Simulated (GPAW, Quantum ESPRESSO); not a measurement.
## F K ELNES/XANES of NaF (Villiaumite, Fm-3m) from DFT

Aim: the F K edge of NaF (Villiaumite, Fm-3m) by two routes, a Lanczos recursion (XSpectra) and a sum over empty bands (GPAW), to see which features are robust.

Program: Quantum ESPRESSO 7.5. Level of theory: core-hole supercells, plane-wave PAW PBE (first program; GPAW 26.7.0 follows as the second). Results are calculated unless marked as measured.

## 1. Starting point

Symmetry: Fm-3m, No. 225, cubic system. The conventional cell has a = 4.640 Å, b = 4.640 Å, c = 4.640 Å, α = 90.00°, β = 90.00°, γ = 90.00°. Nearest to Na lie 6 F at 2.32 Å. Nearest to F lie 6 Na at 2.32 Å. Farther neighbours and most contacts between anions are not listed.

## 2. The field without a hole (Quantum ESPRESSO)

The ground state comes first: it tells whether the system has a gap, which decides how the excited electron is treated.

The PAW data sets are made with ld1.x, with reconstruction data.

Contents of scf.in:

```
&control
   calculation='scf', prefix='x', pseudo_dir='../pp', outdir='tmp', tprnfor=.true.
/
&system
   ibrav=0, nat=2, ntyp=2, nbnd=12
   ecutwfc=62, ecutrho=360
   occupations='smearing', smearing='mv', degauss=0.015
/
&electrons
   conv_thr=2.0e-08, electron_maxstep=120
   mixing_beta=0.5
/
ATOMIC_SPECIES
Na 1.0 Na.pbe-spnl-kjpaw.UPF
F3 1.0 F.pbe-n-kjpaw.UPF
CELL_PARAMETERS angstrom
  0.00000000 2.32000000 2.32000000
  2.32000000 0.00000000 2.32000000
  2.32000000 2.32000000 0.00000000
ATOMIC_POSITIONS crystal
Na   0.00000000 0.00000000 0.00000000
F3   0.50000000 0.50000000 0.50000000
K_POINTS automatic
10 10 10 0 0 0
```

On the command line:

```sh
$ OMP_NUM_THREADS=1 mpirun --oversubscribe --bind-to none -np 4 pw.x -nk 4 -in scf.in > scf.out
```

The program printed:

```text
     [... banner and references ...]
using ibrav=0 with symmetry is DISCOURAGED, use correct ibrav instead

     G-vector sticks info
     --------------------

     Using Slab Decomposition

     bravais-lattice index     =            0
     lattice parameter (alat)  =       6.2001  a.u.
     unit-cell volume          =     168.5352 (a.u.)^3
     number of atoms/cell      =            2
     number of atomic types    =            2
     number of electrons       =        16.00
     number of Kohn-Sham states=           12
     kinetic-energy cutoff     =      62.0000  Ry
     charge density cutoff     =     360.0000  Ry
     scf convergence threshold =      2.0E-08
     mixing beta               =       0.5000
     number of iterations used =            8  plain     mixing
     Exchange-correlation= SLA  PW   PBX  PBC
                           (   1   4   3   4   0   0   0)

     celldm(1)=   6.200145  celldm(2)=   0.000000  celldm(3)=   0.000000
     celldm(4)=   0.000000  celldm(5)=   0.000000  celldm(6)=   0.000000

     crystal axes: (cart. coord. in units of alat)
               a(1) = (   0.000000   0.707107   0.707107 )
               a(2) = (   0.707107   0.000000   0.707107 )
               a(3) = (   0.707107   0.707107   0.000000 )

     reciprocal axes: (cart. coord. in units 2 pi/alat)
               b(1) = ( -0.707107  0.707107  0.707107 )
               b(2) = (  0.707107 -0.707107  0.707107 )
               b(3) = (  0.707107  0.707107 -0.707107 )

     PseudoPot. #1 for Na:     Pseudo is Projector augmented-wave + core cor, Zval =  9.0

     ../pp/F.pbe-n-kjpaw.UPF
     Pseudo is Projector augmented-wave + core cor, Zval =  7.0
     Shape of augmentation charge: PSQ
     Using radial grid of 1105 points,  4 beta functions with:
                l(1) =   0
                l(2) =   0
                l(3) =   1
                l(4) =   1
     Q(r) pseudized with 0 coefficients

     atomic species   valence    mass     pseudopotential
     Na                9.00     1.00000     Na( 1.00)
     F3                7.00     1.00000     F ( 1.00)

     48 Sym. Ops., with inversion, found

   Cartesian axes

     site n.     atom                  positions (alat units)
         1        Na     tau(   1) = (   0.0000000   0.0000000   0.0000000  )
         2        F3     tau(   2) = (   0.7071068   0.7071068   0.7071068  )

     number of k points=    47  Marzari-Vanderbilt smearing, width (Ry)=  0.0150
                       cart. coord. in units 2pi/alat
        k(    1) = (   0.0000000   0.0000000   0.0000000), wk =   0.0020000
        k(    2) = (   0.0707107   0.0707107  -0.0707107), wk =   0.0160000
        k(    3) = (   0.1414214   0.1414214  -0.1414214), wk =   0.0160000
        k(    4) = (   0.2121320   0.2121320  -0.2121320), wk =   0.0160000
        k(    5) = (   0.2828427   0.2828427  -0.2828427), wk =   0.0160000
[...]
k(   45) = (  -0.1414214  -0.4242641   0.7071068), wk =   0.0480000
        k(   46) = (  -0.0707107  -0.3535534   0.6363961), wk =   0.0480000
        k(   47) = (  -0.7071068   0.2828427   0.0000000), wk =   0.0240000

     Dense  grid:    19579 G-vectors     FFT dimensions: (  40,  40,  40)

     Smooth grid:    11017 G-vectors     FFT dimensions: (  32,  32,  32)

     Initial potential from superposition of free atoms

     starting charge      15.9937, renormalised to      16.0000
     Starting wfcs are    9 randomized atomic wfcs +    3 random wfcs
     Checking if some PAW data can be deallocated...

     per-process dynamical memory:    19.9 Mb

     Self-consistent Calculation

     iteration #  1     ecut=    62.00 Ry     beta= 0.50
     Davidson diagonalization with overlap
     ethr =  1.00E-02,  avg # of iterations =  4.7

     total energy              =    -168.78860733 Ry
     estimated scf accuracy    <       0.21399718 Ry

[...]
estimated scf accuracy    <       0.00000041 Ry

     iteration #  7     ecut=    62.00 Ry     beta= 0.50
     Davidson diagonalization with overlap
     ethr =  2.59E-09,  avg # of iterations =  2.3

     End of self-consistent calculation

          k = 0.0000 0.0000 0.0000 (  1411 PWs)   bands (ev):

   -46.3800 -18.4372 -18.2383 -18.2383 -18.2383   0.7181   0.7181   0.7181
     7.0081  19.7178  19.7178  19.7178

          k = 0.0707 0.0707-0.0707 (  1393 PWs)   bands (ev):

   -46.3787 -18.5965 -18.2393 -18.2393 -18.0669   0.5237   0.6938   0.6938
     7.3643  18.4300  19.8708  19.8708

          k = 0.1414 0.1414-0.1414 (  1387 PWs)   bands (ev):

   -46.3754 -18.7940 -18.2424 -18.2424 -17.8374   0.0759   0.6303   0.6303
     8.2832  16.6648  20.2526  20.2526

          k = 0.2121 0.2121-0.2121 (  1387 PWs)   bands (ev):

   -46.3714 -18.9491 -18.2461 -18.2461 -17.6426  -0.3957   0.5530   0.5530
     9.4913  15.1502  20.6287  20.6287

          k = 0.2828 0.2828-0.2828 (  1392 PWs)   bands (ev):

   -46.3682 -19.0468 -18.2490 -18.2490 -17.5124  -0.7334   0.4914   0.4914
    10.7349  13.8909  20.7836  20.7836

          k =-0.3536-0.3536 0.3536 (  1380 PWs)   bands (ev):

[...]
k = 0.1414-0.0000 0.0000 (  1399 PWs)   bands (ev):

[...]
k = 0.2121 0.0707-0.0707 (  1392 PWs)   bands (ev):

[...]
k =-0.2828-0.4243 0.4243 (  1401 PWs)   bands (ev):

[...]
k =-0.2121-0.3536 0.3536 (  1397 PWs)   bands (ev):

[...]
k =-0.1414-0.2828 0.2828 (  1391 PWs)   bands (ev):

[...]
k =-0.0707-0.2121 0.2121 (  1379 PWs)   bands (ev):

[...]
k = 0.0000-0.1414 0.1414 (  1391 PWs)   bands (ev):

[...]
k = 0.2828-0.0000 0.0000 (  1375 PWs)   bands (ev):

[...]
k = 0.0000-0.2828 0.2828 (  1384 PWs)   bands (ev):

[...]
k = 0.4950 0.0707-0.0707 (  1392 PWs)   bands (ev):

[...]
k = 0.5657-0.0000 0.0000 (  1391 PWs)   bands (ev):

[...]
k = 0.0000-0.5657 0.5657 (  1384 PWs)   bands (ev):

[...]
k =-0.7071 0.0000 0.0000 (  1362 PWs)   bands (ev):

[...]
k = 0.2828 0.1414 0.0000 (  1379 PWs)   bands (ev):

[...]
k = 0.3536 0.2121-0.0707 (  1383 PWs)   bands (ev):

[...]
k = 0.4243 0.1414-0.0000 (  1387 PWs)   bands (ev):

[...]
k = 0.0000-0.2828 0.4243 (  1388 PWs)   bands (ev):

[...]
k =-0.0707-0.4950 0.6364 (  1392 PWs)   bands (ev):

[...]
k = 0.0000-0.4243 0.5657 (  1390 PWs)   bands (ev):

[...]
k =-0.7071 0.1414 0.0000 (  1380 PWs)   bands (ev):

[...]
k =-0.1414-0.4243 0.7071 (  1382 PWs)   bands (ev):

   -46.3639 -18.7695 -18.3135 -18.2994 -17.7283  -0.3749   0.0382   0.2789
    12.7663  14.1148  16.6603  18.4915

          k =-0.0707-0.3536 0.6364 (  1400 PWs)   bands (ev):

   -46.3634 -18.7442 -18.3252 -18.3112 -17.7329  -0.2674  -0.0936   0.2341
    13.5765  13.7840  16.2837  18.0255

          k =-0.7071 0.2828 0.0000 (  1396 PWs)   bands (ev):

   -46.3630 -18.6668 -18.3463 -18.3198 -17.7908  -0.2775  -0.0123   0.1679
    13.9006  13.9610  15.6200  17.9228

     the Fermi energy is     5.7381 ev

!    total energy              =    -168.85580955 Ry
     total all-electron energy =      -524.886948 Ry
     estimated scf accuracy    <          5.6E-09 Ry
     smearing contrib. (-TS)   =      -0.00000000 Ry
     internal energy E=F+TS    =    -168.85580955 Ry

     The total energy is F=E-TS. E is the sum of the following terms:
     one-electron contribution =     -86.19604345 Ry
     hartree contribution      =      51.80555865 Ry
     xc contribution           =     -24.49139742 Ry
     ewald contribution        =     -83.63490864 Ry
     one-center paw contrib.   =     -26.33901869 Ry

     convergence has been achieved in   7 iterations

     Forces acting on atoms (cartesian axes, Ry/au):

     atom    1 type  1   force =     0.00000000    0.00000000    0.00000000
     atom    2 type  2   force =     0.00000000    0.00000000   -0.00000000

     Total force =     0.000000     Total SCF correction =     0.000000

     XML data file, charge density, pseudopotentials, collected wavefunctions

=------------------------------------------------------------------------------=
   JOB DONE.
=------------------------------------------------------------------------------=
```

Run time: 4.7 s. Hardware: 4 MPI ranks of Arm Neoverse N1, shared host; peak memory 0.06 GiB.

Absorbing atoms carry a label of their own (element plus a letter or digit), as the spectrum program needs them as separate species.

The mesh shows a gap of 6.29 eV, so the hole is first treated in a charged cell, without the excited electron.

## 3. Spectrum without a core hole, F atom 2 (Quantum ESPRESSO)

Without a hole the spectrum is the empty density of states of the right symmetry on the absorber, weighted by matrix elements. It needs only the small cell and serves as the baseline.

The absorber has 6 Na at 2.32 Å (octahedral, site symmetry m-3m).

Contents of xspectra.in:

```
&input_xspectra
   calculation='xanes_dipole', edge='K'
   prefix='x', outdir='tmp', xiabs=2, xe0=3.8631
   xonly_plot=.false., x_save_file='xanes.sav'
   xniter=3000, xcheck_conv=20, xerror=0.005
   xcoordcrys=.false., xepsilon(1)=1, xepsilon(2)=0, xepsilon(3)=0
/
&plot
   xnepoint=413, xemin=-10, xemax=45, terminator=.true., cut_occ_states=.true.
   xgamma=0.4
/
&pseudos
   filecore='../F.wfc'
/
&cut_occ
   cut_desmooth=0.1, cut_stepl=0.05, cut_stepu=0.05, cut_ierror=1e-5
/
8 8 8 0 0 0
```

On the command line:

```sh
$ OMP_NUM_THREADS=1 mpirun --oversubscribe --bind-to none -np 4 xspectra.x -nk 4 -in xspectra.in > xspectra.out
```

The program printed:

```text
     [... banner and references ...]
Reading input_file

     calculation: xanes_dipole

     xepsilon  [cartesian coordinates]:   1.000000   0.000000   0.000000

     xonly_plot: FALSE
        => complete calculation: Lanczos + spectrum plot

     filecore (core-wavefunction file): ../F.wfc

     main plot parameters:
        cut_occ_states: TRUE
        gamma_mode:  constant
        -> using xgamma [eV]:  0.40
        xemin [eV]: -10.00
        xemax [eV]:  45.00
        xnepoint:  413
        xe0 [eV]:   3.863100 (energy zero read in input file)

[...]
Results of STEP 1 successfully written in x_save_file
     x_save_file name:
     ->  xanes.sav
     x_save_file version:  2

     ... End STEP 1 ...

     ... Begin STEP 2 ...

     The spectrum is calculated using the following parameters:
        xe0 [eV]:    3.8631
        the occupied states are elimintate from the spectrum
        xemin [eV]: -10.00
        xemax [eV]:  45.00
        xnepoint:  413
        constant broadening parameter [eV]:    0.400
        Core level energy [eV]:  -696.7
         (from electron binding energy of neutral atoms in X-ray data booklet)

     Cross-section successfully written in xanes.dat

     ... End STEP 2 ...

                                END JOB XSpectra
```

Wall time 23 s (4 MPI ranks); peak memory 0.08 GiB; 91 s of CPU time.

The F K spectrum, F atom 2, no core hole (energy from the lowest empty level; intensity scaled to a mean of 1 over the first 20 eV; the points at xe0, where the cut of filled states can leave a spike, are interpolated):

| E (eV) | intensity |
| --- | --- |
| -2.0 | 0.03 |
| -1.4 | 0.04 |
| -0.8 | 0.05 |
| -0.2 | 0.07 |
| 0.4 | 0.12 |
| 1.0 | 0.19 |
| 1.6 | 0.34 |
| 2.2 | 0.40 |
| 2.8 | 0.69 |
| 3.4 | 0.76 |
| 4.0 | 0.96 |
| 4.6 | 1.16 |
| 5.2 | 1.28 |
| 5.8 | 1.69 |
| 6.4 | 2.76 |
| 7.0 | 3.00 |
| 7.6 | 1.60 |
| 8.2 | 0.99 |
| 8.8 | 0.78 |
| 9.4 | 0.76 |
| 10.0 | 0.70 |
| 10.6 | 0.61 |
| 11.2 | 0.74 |
| 11.8 | 0.92 |
| 12.4 | 1.20 |
| 13.0 | 1.79 |
| 13.6 | 1.93 |
| 14.2 | 1.14 |
| 14.8 | 0.88 |
| 15.4 | 0.93 |
| 16.0 | 0.72 |
| 16.6 | 0.85 |
| 17.2 | 0.84 |
| 17.8 | 0.62 |
| 18.4 | 0.52 |
| 19.0 | 0.60 |
| 19.6 | 0.75 |
| 20.2 | 0.88 |
| 20.8 | 1.31 |
| 21.4 | 1.66 |
| 22.0 | 1.71 |
| 22.6 | 1.99 |
| 23.2 | 1.31 |
| 23.8 | 0.87 |
| 24.4 | 0.66 |
| 25.0 | 0.72 |
| 25.6 | 0.88 |
| 26.2 | 0.73 |
| 26.8 | 0.87 |
| 27.4 | 1.11 |
| 28.0 | 0.87 |
| 28.6 | 0.46 |
| 29.2 | 0.41 |
| 29.8 | 0.34 |
| 30.4 | 0.32 |
| 31.0 | 0.43 |
| 31.6 | 0.39 |

Main maxima below 24 eV (height): 6.9 eV (3.20), 13.4 eV (2.15), 15.3 eV (0.99), 16.5 eV (0.85) and 22.4 eV (2.16). A K edge sees empty p states on the absorber.

## 4. Another broadening

The final state's lifetime shortens with energy, so measured features broaden above the edge; the saved Lanczos coefficients are redrawn with a width that grows.

Contents of xspectra_plot.in:

```
&input_xspectra
   calculation='xanes_dipole', edge='K'
   prefix='x', outdir='tmp', xiabs=2, xe0=3.8631
   xonly_plot=.true., x_save_file='xanes.sav'
   xniter=3000, xcheck_conv=20, xerror=0.005
   xcoordcrys=.false., xepsilon(1)=1, xepsilon(2)=0, xepsilon(3)=0
/
&plot
   xnepoint=413, xemin=-10, xemax=45, terminator=.true., cut_occ_states=.true.
   gamma_mode='variable', gamma_energy(1)=4, gamma_energy(2)=25, gamma_value(1)=0.3, gamma_value(2)=2.5
/
&pseudos
   filecore='../F.wfc'
/
&cut_occ
   cut_desmooth=0.1, cut_stepl=0.05, cut_stepu=0.05, cut_ierror=1e-5
/
8 8 8 0 0 0
```

On the command line:

```sh
$ OMP_NUM_THREADS=1 xspectra.x -in xspectra_plot.in > xspectra_plot.out
```

The program printed:

```text
     [... banner and references ...]
Reading input_file
     -------------------------------------------------------------------------

     calculation: xanes_dipole

     xonly_plot: TRUE
        => only the spectrum plot

     main plot parameters:
        cut_occ_states: TRUE
        gamma_mode:  variable
        -> first, constant up to point ( 4.00, 0.30) [eV]
        -> then, linear up to point (25.00, 2.50) [eV]
        -> finally, constant up to xemax
        xemin [eV]: -10.00
        xemax [eV]:  45.00
        xnepoint:  413
[...]
xemin [eV]: -10.00
        xemax [eV]:  45.00
        xnepoint:  413
        energy-dependent broadening parameter:
         -> first, constant up to point ( 4.00, 0.30) [eV]
         -> then, linear up to point (25.00, 2.50) [eV]
         -> finally, constant up to xemax
        Core level energy [eV]:  -696.7
         (from electron binding energy of neutral atoms in X-ray data booklet)

     Cross-section successfully written in xanes.dat

     -------------------------------------------------------------------------
                                END JOB XSpectra
     -------------------------------------------------------------------------
[key lines of the parts left out:]
Fermi level [eV]:   0.7181
```

Run time: 6.3 s. Hardware: 1 MPI rank; peak memory 0.06 GiB.

With a Lorentzian half width 0.3 eV up to 4 eV, rising linearly to 2.5 eV at 25 eV (counted from xe0, 3.1 eV below the zero used here), the maxima are 6.6 eV (2.19), 13.2 eV (1.22) and 21.8 eV (1.10).

## 5. Reference energy of the supercell (Quantum ESPRESSO)

The photon energy needs a difference of total energies, so the cell and mesh of the coming hole run are first run without a hole.

Contents of scf.in:

```
&control
   calculation='scf', prefix='x', pseudo_dir='../pp', outdir='tmp', tprnfor=.true.
/
&system
   ibrav=0, nat=12, ntyp=2, nbnd=52
   ecutwfc=62, ecutrho=360
   occupations='fixed'
/
&electrons
   conv_thr=1.2e-07, electron_maxstep=120
   mixing_beta=0.5
/
ATOMIC_SPECIES
Na 1.0 Na.pbe-spnl-kjpaw.UPF
F 1.0 F.pbe-n-kjpaw.UPF
CELL_PARAMETERS angstrom
  2.32000000 4.64000000 2.32000000
  4.64000000 -2.32000000 -2.32000000
  2.32000000 2.32000000 -4.64000000
ATOMIC_POSITIONS crystal
Na   0.00000000 0.00000000 0.00000000
Na   0.50000000 0.16666667 0.16666667
Na   0.00000000 0.33333333 0.33333333
Na   0.50000000 0.50000000 0.50000000
Na   0.00000000 0.66666667 0.66666667
Na   0.50000000 0.83333333 0.83333333
F    0.75000000 0.25000000 0.75000000
F    0.25000000 0.41666667 0.91666667
F    0.75000000 0.58333333 0.08333333
F    0.25000000 0.75000000 0.25000000
F    0.75000000 0.91666667 0.41666667
F    0.25000000 0.08333333 0.58333333
K_POINTS automatic
4 4 4 0 0 0
```

On the command line:

```sh
$ OMP_NUM_THREADS=1 mpirun --oversubscribe --bind-to none -np 4 pw.x -nk 4 -in scf.in > scf.out
```

The program printed:

```text
     [... banner and references ...]
[banner, memory and clock lines left out]
Found identity + (  0.5000  0.1667  0.1667) symmetry
     This is a supercell, fractional translations are disabled
     using ibrav=0 with symmetry is DISCOURAGED, use correct ibrav instead

     G-vector sticks info

     bravais-lattice index     =            0
     lattice parameter (alat)  =      10.7390  a.u.
     unit-cell volume          =    1011.2110 (a.u.)^3
     number of atoms/cell      =           12
[...]
atom    2 type  1   force =    -0.00000210   -0.00000000    0.00000210
     atom    3 type  1   force =    -0.00000058   -0.00000000    0.00000058
[...]
atom   11 type  2   force =    -0.00000042   -0.00000020   -0.00000037
     atom   12 type  2   force =     0.00000042    0.00000020    0.00000037

     Total force =     0.000005     Total SCF correction =     0.000008
     SCF correction compared to forces is large: reduce conv_thr to get better values

     XML data file, charge density, pseudopotentials, collected wavefunctions
[key lines of the parts left out:]
!    total energy              =   -1013.13489102 Ry
convergence has been achieved in   7 iterations
```

Wall time 92 s (4 MPI ranks); peak memory 0.2 GiB.

Reference energy: -42848.705 eV with the cores included.

(Part 1 of 5 ends here.)

[Banner, clock and machine lines of the logs are left out without a mark of their own.]

[Logs are printed without paths, hosts, clocks, repeated set-up lines and the standing remarks that a program may print on its own settings, such as how far it seeks lower states.]

[Hosts, paths, dates, database ids (printed as entryN), source tags and the programs' standing remarks are cut or masked in the printed files.]

[Lists of maxima count a maximum above −3 eV only where it reaches 4 % of the highest in the window and stands out from its surroundings by 2 % of it (1.5 % where it reaches 55 %); shoulders and weaker maxima are passed over, and of the rest the first, up to two pre-edge ones and the few strongest are named.]
